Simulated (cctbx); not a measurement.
## Accept or mend?

Cell a = 8.5870 Å, b = 8.5870 Å, c = 12.3260 Å, α = 90.00°, β = 90.00°, γ = 120.00°; space group R-3m (no. 166). The compound is Nd2Fe15Pt2.

Simulated single-crystal data (cctbx): Mo Kα, λ = 0.71073 Å, to d = 0.65 Å, 70 % of the full sphere, strongest reflection 40000 counts, noise from counting, a 2 % proportional error and a noise floor of 8 counts (s.d.); no absorption.

An anisotropic refinement with weights 1/σ² prints:

```text
Rint 0.021, 394 unique reflections to 0.65 A
cycle     R1     wR2    GooF  max shift (A)
   1  0.2742  0.5522  38.386   0.00907
   3  0.1075  0.2785  19.360   0.00000
final R1 0.1075 wR2 0.2785 GooF 19.360  parameters 21  data/parameter 18.8
atom        x        y        z      Ueq    occ   su(xyz)  su(Uiso or U11)
Nd1    0.33333  0.66667  0.75600  -0.0047  1.000  0.00021  0.0007  NPD
Pt1    0.33333  0.66667  0.00948   0.0235  1.000  0.00030  0.0012
Fe1    0.99497  0.49749  0.15972   0.0088  1.000  0.00075  0.0023
Fe2    0.37365  0.33333  0.33333   0.0148  1.000  0.00074  0.0018
Fe3    0.33333  0.16667  0.16667   0.0127  1.000  0.00000  0.0037
difference map: max 33.54 min -19.05 rms 2.27
Q1    0.0000  0.0000  0.0888    6   33.84  0.01 A from Nd1
Q2    0.0000  0.0000  0.5000    3    8.67  1.94 A from Pt1
Q3    0.0000  0.0000  0.4313    6    7.91  1.09 A from Pt1
Q4    0.9992  0.4996  0.1625   18    7.61  0.05 A from Fe1
Q5    0.0000  0.2906  0.0000   18    5.95  0.02 A from Fe2
Q6    0.0000  0.5000  0.5000    9    4.78  0.00 A from Fe3
```

**Question.** Can this result stand? If not, what is the likely fault?

Mend it. The fault: elements exchanged: Pt1 is Nd and Nd1 is Pt. Against the right model at the same level, R1 goes from 0.0062 to 0.1075 and GooF from 0.93 to 19.36, U of Nd1 shrinks from 0.0063 to -0.0047 Å², U of Pt1 swells from 0.0117 to 0.0235 Å², the top difference peak, 33.8 e/Å³, lies on Nd1 and Nd1 goes non-positive-definite. Pt1 has 18 electrons too many and its U swells to shed them, as expected; Nd1 has 18 electrons too few and its U shrinks to make up, as expected.

The compound is Nd2Fe15Pt2. The right model at the same level gives:

```text
Rint 0.021, 394 unique reflections to 0.65 A
cycle     R1     wR2    GooF  max shift (A)
   1  0.0375  0.0910   6.322   0.00169
   2  0.0062  0.0134   0.930   0.00000
final R1 0.0062 wR2 0.0134 GooF 0.930  parameters 21  data/parameter 18.8
atom        x        y        z      Ueq    occ   su(xyz)  su(Uiso or U11)
Pt1    0.33333  0.66667  0.75590   0.0063  1.000  0.00001  0.0000
Nd1    0.33333  0.66667  0.00870   0.0117  1.000  0.00001  0.0000
Fe1    0.99531  0.49766  0.16001   0.0071  1.000  0.00003  0.0001
Fe2    0.37322  0.33333  0.33333   0.0156  1.000  0.00003  0.0001
Fe3    0.33333  0.16667  0.16667   0.0121  1.000  0.00000  0.0002
difference map: max 0.53 min -0.89 rms 0.12
Q1    0.0000  0.0000  0.3566    6    0.55  0.18 A from Nd1
Q2    0.0510  0.2899  0.3117   36    0.47  1.05 A from Fe2
Q3    0.0931  0.5466  0.4937   18    0.45  0.70 A from Fe3
Q4    0.1136  0.2272  0.3907   18    0.40  1.51 A from Fe1
Q5    0.0254  0.2408  0.0542   36    0.37  0.89 A from Fe2
Q6    0.0000  0.0000  0.2113    6    0.36  1.51 A from Pt1
```

Isotropic U is held between 0.0001 and 1 Å² by the program, and listed peak heights are interpolated, so they can pass the grid's maximum.

The model was made for the exercise: a known structure type with other elements put in, its volume estimated, not relaxed; displacement parameters are assumed.

[Middle refinement cycles are left out of these outputs.]

[Logs are printed without paths, hosts, clocks, repeated set-up lines and the standing remarks that a program may print on its own settings, such as how far it seeks lower states.]
